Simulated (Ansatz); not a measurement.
Reflectivity of Mg (P6_3/mmc) at normal incidence (Ansatz, r2SCAN, independent particles, without spin-orbit coupling, line width 0.1 eV (Gaussian), carrier damping 0.1 eV):

| E (eV) | R (%) |
| --- | --- |
| 1.00 | 89.4 |
| 1.25 | 90.8 |
| 1.50 | 91.3 |
| 1.75 | 91.9 |
| 2.00 | 92.1 |
| 2.25 | 91.9 |
| 2.50 | 91.9 |
| 2.75 | 92.0 |
| 3.00 | 92.2 |
| 3.25 | 92.5 |
| 3.50 | 92.6 |
| 3.75 | 92.5 |
| 4.00 | 92.3 |
| 4.25 | 92.5 |
| 4.50 | 92.7 |
| 4.75 | 92.9 |
| 5.00 | 92.7 |

Question: What colour would a polished face show in daylight?

Answer: Near white: CIE x = 0.313, y = 0.329, luminous reflectivity 92 % under D65, from the mean over the axes.
